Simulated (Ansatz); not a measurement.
# H2O on Al(111), ontop start, 2x2 cell: photoemission fingerprints, part 4 of 5

What would XPS and UPS show for H2O on Al(111), ontop start, 2x2 cell?

Ansatz 0.2.0; DFT, LDA, plane-wave PAW, default files, scalar-relativistic (the session's first sound run).

So far, work function, upper face (eV): step 2 (the clean face) 4.17; step 3 (relaxation) 3.23.

**4. Bands by layer (continued)**

Window up to 3.4 eV. Shell moments, by row:

| element | shell | occupied states an atom | centre of occupied part (eV) | rms width of occupied part (eV) | centre up to the window's top (eV) | rms width up to the window's top (eV) |
| --- | --- | --- | --- | --- | --- | --- |
| H | 1s | 0.5884 | -14.83 | 6.916 | -8.307 | 9.898 |
| O | 2s | 1.641 | -20.86 | 5.996 | -18.93 | 8.557 |
| O | 2p | 4.967 | -8.403 | 2.795 | -8.015 | 3.379 |
| Al | 3s | 0.9741 | -4.734 | 3.07 | -2.725 | 3.961 |
| Al | 3p | 1.991 | -4.101 | 2.868 | -2.009 | 3.674 |

Recipe: projected DOS times atomic cross section and asymmetry factor (linear light, 0° from the polarisation), occupied states only, Fermi edge at 300 K, a Lorentzian width of 0.1 eV growing by 0.05 eV per eV of binding energy, and a resolution of 0.35 eV. Each atom is damped by exp[−depth/(λ cos θ)], θ = 0° from the normal, λ from the universal curve. Curves are cut 10 eV under the photon energy, above any shell that the free atom's threshold puts out of reach, or at the lower edge of the window: 11.2 eV at 21.2 eV, 25.2 eV at 40.8 eV, 25.2 eV at 100 eV, 25.2 eV at 1486.7 eV and 25.2 eV at 5414.7 eV. Matrix elements of the solid and inelastic losses aren't modelled, nor non-dipole terms, which matter above 3 keV.

How the area divides among the shells (%):

| shell | 21.2 eV | 40.8 eV | 100 eV | 1486.7 eV | 5414.7 eV |
| --- | --- | --- | --- | --- | --- |
| H 1s | 8.4 | 3.9 | 1.0 | 0.1 | 0.0 |
| O 2s | 0.0 | 7.5 | 17.8 | 23.3 | 17.7 |
| O 2p | 72.7 | 71.3 | 49.9 | 2.4 | 0.4 |
| Al 3s | 15.3 | 9.0 | 13.5 | 64.4 | 79.3 |
| Al 3p | 3.6 | 8.3 | 17.9 | 9.7 | 2.6 |

Cross sections used, in Mb an electron:

| shell | 21.2 eV | 40.8 eV | 100 eV | 1486.7 eV | 5414.7 eV |
| --- | --- | --- | --- | --- | --- |
| H 1s | 1.9 | 0.29 | 0.019 | 3.0e-6 | 3.7e-8 |
| O 2s | - | 0.40 | 0.26 | 9.4e-4 | 2.4e-5 |
| O 2p | 2.7 | 1.6 | 0.29 | 6.3e-5 | 4.6e-7 |
| Al 3s | 0.15 | 0.15 | 0.053 | 3.5e-4 | 1.3e-5 |
| Al 3p | 0.070 | 0.10 | 0.040 | 4.0e-5 | 4.4e-7 |

Regions along c: top from 13.9 to 20.6 Å, middle from 10.4 to 13.9 Å, bottom from 3.5 to 10.4 Å.

States with weight above 0.08 nearest the zero at K of the zone, within the window kept, -8.0 to 3.2 eV (levels that the program groups as degenerate share a row):

| E (eV) | weight, total | weight, top | weight, middle | weight, bottom |
| --- | --- | --- | --- | --- |
| -2.13 | 0.99 | 0.29 | 0.37 | 0.33 |
| -2.09 | 1.00 | 0.10 | 0.21 | 0.69 |
| -1.99 | 0.99 | 0.08 | 0.40 | 0.51 |
| -0.69 | 0.99 | 0.42 | 0.38 | 0.19 |
| -0.66 | 1.00 | 0.10 | 0.26 | 0.64 |
| 0.34 | 0.94 | 0.20 | 0.32 | 0.43 |
| 1.37 | 0.17 | 0.07 | 0.03 | 0.08 |
| 2.04 | 0.76 | 0.24 | 0.18 | 0.34 |
| 2.12 | 0.87 | 0.21 | 0.25 | 0.41 |
| 2.13 | 0.88 | 0.19 | 0.23 | 0.47 |

States with weight above 0.08 nearest the zero at Γ of the zone, within the window kept, -8.0 to 3.2 eV (levels that the program groups as degenerate share a row):

| E (eV) | weight, total | weight, top | weight, middle | weight, bottom |
| --- | --- | --- | --- | --- |
| -7.96 | 0.63 | 0.19 | 0.20 | 0.24 |
| -6.68 | 0.40 | 0.21 | 0.08 | 0.11 |
| -5.58 | 0.83 | 0.22 | 0.20 | 0.41 |
| -3.27 | 0.92 | 0.23 | 0.30 | 0.39 |
| -0.56 | 0.89 | 0.28 | 0.21 | 0.39 |
| 1.45 | 0.90 | 0.47 | 0.12 | 0.30 |
| 2.57 | 0.24 | 0.14 | 0.02 | 0.06 |
| 3.05 | 0.73 | 0.29 | 0.08 | 0.24 |

States with weight above 0.08 nearest the zero at M of the zone, within the window kept, -8.0 to 3.2 eV (levels that the program groups as degenerate share a row):

| E (eV) | weight, total | weight, top | weight, middle | weight, bottom |
| --- | --- | --- | --- | --- |
| -2.02 | 0.51 | 0.13 | 0.16 | 0.21 |
| -1.82 | 0.31 | 0.06 | 0.11 | 0.14 |
| -0.14 | 0.48 | 0.16 | 0.10 | 0.22 |
| -0.12 | 0.16 | 0.05 | 0.03 | 0.07 |
| 0.12 | 0.50 | 0.11 | 0.14 | 0.24 |
| 0.16 | 0.13 | 0.03 | 0.03 | 0.06 |
| 0.17 | 0.36 | 0.08 | 0.10 | 0.19 |
| 0.35 | 0.33 | 0.08 | 0.09 | 0.16 |
| 1.93 | 0.48 | 0.12 | 0.15 | 0.21 |
| 1.99 | 0.17 | 0.04 | 0.05 | 0.07 |

The largest force component on a free atom is 0.036 eV/Å, a little over the usual target of 0.03 eV/Å. At the Fermi level the DOS is 7.20 states/eV a cell, and on the broadened curves Al 3p holds 66 % of the total there.

**5. Core holes**

XPS shifts tell sites apart. Each chosen atom gets a core hole in a self-consistent pass of its own.

The input, input.yaml:

```yaml
crystal:
  lattice:
    - [5.713422792, 0.0, 0.0]
    - [2.856711396, 4.9479692804, 0.0]
    - [0.0, 0.0, 24.4974852626]
  atoms:
    - { symbol: H, position: [0.0649277506, 0.1504272622, 0.6787825526] }
    - { symbol: H, position: [0.7862043865, 0.1536387405, 0.6788546599] }
    - { symbol: O_h, position: [-0.0163976444, 0.0338499651, 0.6738431978] }
    - { symbol: Al_h, position: [0.0049176373, -0.0101328844, 0.5910203215] }
    - { symbol: Al, position: [0.4966800074, 0.0066354802, 0.5859357493] }
    - { symbol: Al_h, position: [0.0002863045, 0.50081873, 0.5851471241] }
    - { symbol: Al, position: [0.4988320562, 0.5009053014, 0.5851926409] }
    - { symbol: Al, position: [0.835732452, 0.3284958012, 0.4938514042] }
    - { symbol: Al, position: [0.3328946327, 0.3342877734, 0.4929413621] }
    - { symbol: Al, position: [0.833241413, 0.8343936268, 0.4930253893] }
    - { symbol: Al, position: [0.3323341411, 0.8344094702, 0.4930536117] }
    - { symbol: Al_h, position: [0.166666667, 0.166666667, 0.401367527] }
    - { symbol: Al, position: [0.666666667, 0.166666667, 0.401367527] }
    - { symbol: Al, position: [0.166666667, 0.666666667, 0.401367527] }
    - { symbol: Al, position: [0.666666667, 0.666666667, 0.401367527] }
    - { symbol: Al, position: [0.0, 0.0, 0.306153873] }
    - { symbol: Al, position: [0.5, 0.0, 0.306153873] }
    - { symbol: Al, position: [0.0, 0.5, 0.306153873] }
    - { symbol: Al, position: [0.5, 0.5, 0.306153873] }
kpoints:
  mp_grid: { grid: [12, 12, 1] }
scf:
  occupations: { method: fermi_dirac, width: 0.05 }
  n_extra_bands: 15
hamiltonian:
  xc: lda
  pseudopotentials: { kind: paw }
output:
  forces: true
  write_potential: true
  volumetric_format: []
  core_levels:
    shells: { O_h: "1s", Al_h: "2p" }
    counted_from: fermi_level
    add_spin: false
efield:
  axis: 3
  dipole_correction: true
```

Command:

```console
ansatz run input.yaml --threads 4 --pin off --max-ram 8192MiB --backend cpu --events-out ev --progress --plain --runs-dir out
```

Numbers of over 12 decimals in the logs are rounded to 6 here.

What it wrote:

```text
[...]
Crystal: 19 atoms, lattice volume = 692.540 Å³
Basis set: ecut = 420 eV, 13593 PW (Γ)
Bands: 43, of which v1, the nominal top of the filled ones, is band 28 counted from 1 (27 counted from 0)
Symmetry: 1 space group operations
[...]
k-points: 74 of 144 (time reversal used)
[...]
SCF iter   1: F=—  HF=-8789.242882 eV  |F-HF|=—  |Δ(HF+E_count)|=         —  Δρ=3.03e-3  dr2=1.52e-1  ethr=1.77e-3  p=0.131 e·Å  D=3.43e-2 V/Å  ΔV_dip=-0.84 eV  dr2_dipole=1.27e-3  V_vac-E_F(+/−)=3.29/4.13 eV  ⟨swp⟩=11.2  Hψ=21144  notcnv=0  defer=94
[...]
SCF iter   7: F=-8789.216271 eV  HF=-8789.216271 eV  |F-HF|=3.85e-8  |Δ(HF+E_count)|=   1.09e-8  Δρ=2.67e-6  dr2=7.38e-8  ethr=1.79e-10  p=0.153 e·Å  D=4.00e-2 V/Å  ΔV_dip=-0.98 eV  dr2_dipole=1.03e-8  V_vac-E_F(+/−)=3.22/4.20 eV  ⟨swp⟩=29.4  Hψ=31916  notcnv=0
SCF 1 converged in 7 iterations: F = -8789.216271 eV  dr2 = 7.38e-8
[...]
── core hole 1/4: 1s of O_h 2 ──
── 1s of O_h 2: 528.785 eV over the cell without the hole, in 11 iterations ──
── core hole 2/4: 2p of Al_h 3 ──
── 2p of Al_h 3: 73.265 eV over the cell without the hole, in 9 iterations ──
── core hole 3/4: 2p of Al_h 5 ──
── 2p of Al_h 5: 72.727 eV over the cell without the hole, in 9 iterations ──
── core hole 4/4: 2p of Al_h 11 ──
── 2p of Al_h 11: 72.790 eV over the cell without the hole, in 9 iterations ──
SCF converged after 7 iterations
Free energy (F): -8789.216271 eV
[...]
Internal energy: -8789.159557 eV  (E = F + TS)
E sigma→0 (E₀):  -8789.187914 eV
Entropy (-TS):   -0.056714 eV (-2.985 meV/atom)
Fermi energy:    0.935490 eV
Dipole field:    D = 0.039897 V/Å  (p = 0.152694 e·Å, saw-weighted, corrected)
Work function:   Φ+ = 3.2193 eV   Φ− = 4.1966 eV
[...]
--- Forces (eV/Å), atoms counted from 1 ---
  atom   1  H       -0.00350162    -0.00692838    -0.00192861
  atom   2  H        0.00348520    -0.00694414    -0.00161266
  atom   3  O_h     -0.00117065     0.02877207     0.00557652
  atom   4  Al_h    -0.00002550    -0.00633228     0.02679521
  atom   5  Al       0.00078795    -0.01349025     0.03297695
  atom   6  Al_h    -0.00777822     0.00465273     0.03630629
  atom   7  Al       0.00828183     0.00372948     0.03587088
  atom   8  Al       0.00007837     0.00013396     0.01564004
  atom   9  Al      -0.00011388    -0.00031039     0.02385267
  atom  10  Al       0.00232299     0.00006290     0.01411239
  atom  11  Al      -0.00245261     0.00023769     0.01345833
  atom  12  Al_h    -0.04020018    -0.00861209    -0.13996316
  atom  13  Al       0.04016881    -0.00853784    -0.14093265
  atom  14  Al       0.00023961     0.03443333    -0.18369564
  atom  15  Al      -0.00013496    -0.01735305    -0.08675546
  atom  16  Al      -0.00038194    -0.02055059     0.07029426
  atom  17  Al       0.00048268    -0.01140902     0.10318075
  atom  18  Al       0.01230119     0.01449536     0.08847599
  atom  19  Al      -0.01238559     0.01401934     0.08884932
  max |Σ_I F_I| component: 5.01e-4 eV/Å
--- Band table (eV; the first three rows and the last of 74) ---
  k-point 0: bands = [... 24 lower, -1.0970, -1.0876, -0.8843, 0.3717, 0.7918, 0.8157, 1.0547, 1.0984, ... 11 higher]
  k-point 1: bands = [... 24 lower, -0.7957, -0.7189, -0.3407, 0.1737, 0.3985, 0.5034, 0.7838, 1.4193, ... 11 higher]
  k-point 2: bands = [... 24 lower, -0.4926, -0.2938, -0.1977, 0.2239, 0.3336, 0.6056, 0.8035, 1.5641, ... 11 higher]
  k-point 73: bands = [... 24 lower, 0.2829, 0.3303, 1.1836, 1.2395, 1.4096, 1.4221, 1.7293, 1.7611, ... 11 higher]
--- Core levels from the Fermi level (as output.core_levels.counted_from types it; a hole's nearest image at 5.7 Å) ---
  the holes have no spin, as output.core_levels.add_spin types it
  atom         alike  shell      binding/eV   shift/eV difference/eV images/eV   SCF
  O_h 2            1     1s         528.785     +0.000       528.785         –    11
  Al_h 3           1     2p          73.265     +0.000        73.265         –     9
  Al_h 5           1     2p          72.727     -0.538        72.727         –     9
  Al_h 11          1     2p          72.790     -0.475        72.790         –     9
  the dataset of O_h with a 1s hole: scattering error 0.001 eV (0.001 eV in the local channel); free atom: scalar-relativistic, large and small components
  the dataset of Al_h with a 2p hole: scattering error 0.001 eV (0.004 eV in the local channel); free atom: scalar-relativistic, large and small components
  the two lines of Al_h's 2p: 2p1/2 +0.276 eV and 2p3/2 -0.138 eV off its levels, 1 : 2 in strength
```

Run time: 5.7 min. Hardware: 4 threads of Intel Xeon at 2.80GHz (Skylake/Cascade Lake), shared host; peak memory 2.1 GiB; 22 min of CPU time.

Each level is the free energy with the hole less that without it. The electron goes to the Fermi level, so the difference is a binding energy from E_F. The hole's nearest image is 5.7 Å away, and the holes carry no spin, so absolute levels are rough.

| atom | region | shell | level (eV) | shift (eV) | potential at nucleus, shift (V) | j lines (eV) | doubts |
| --- | --- | --- | --- | --- | --- | --- | --- |
| O3 | adsorbate | 1s | 528.79 | - | +0.00 | - | - |
| Al4 | layer 1 | 2p | 73.26 | +0.48 | +0.66 | 73.54 / 73.13 | - |
| Al6 | layer 1 | 2p | 72.73 | -0.06 | -0.03 | 73.00 / 72.59 | - |
| Al12 | layer 3 | 2p | 72.79 | +0.00 | +0.00 | 73.07 / 72.65 | - |

Levels of p, d and f shells are means over their two j lines, weighted by degeneracy; the splitting comes from the atom's own solve. Shifts count from the last listed atom of each element. A higher potential at the nucleus binds core electrons more tightly, so that column is a rough initial-state shift.

The Al 2p lines of the listed atoms alone (other atoms of the cell aren't counted), as Gaussians 0.8 eV wide, no depth weighting. Table of intensity by Al 2p level; read off at these points:

Al 2p level (eV), intensity (%) and a bar:
```
    71.20          0 
    71.40          0 
    71.60          1 
    71.80          3 #
    72.00         12 ####
    72.20         31 #########
    72.40         59 ##################
    72.60         85 #########################
    72.80         99 ##############################
    72.87        100 ##############################
    73.00         97 #############################
    73.20         81 ########################
    73.40         58 ##################
    73.60         36 ###########
    73.80         19 ######
    74.00          8 ##
    74.20          3 #
    74.40          1 
    74.60          0 
    74.80          0 
    75.00          0
```

(Part 4 of 5 ends here.)

[Logs are printed without paths, hosts, clocks, repeated set-up lines and the standing remarks that a program may print on its own settings, such as how far it seeks lower states.]

[Hosts, paths, dates, database ids (printed as entryN), source tags and the programs' standing remarks are cut or masked in the printed files.]

[Maps of the electrostatic potential energy from Ansatz leave out the sawtooth potential of an applied field or a dipole correction, so their vacuum need not be flat; work functions include it.]
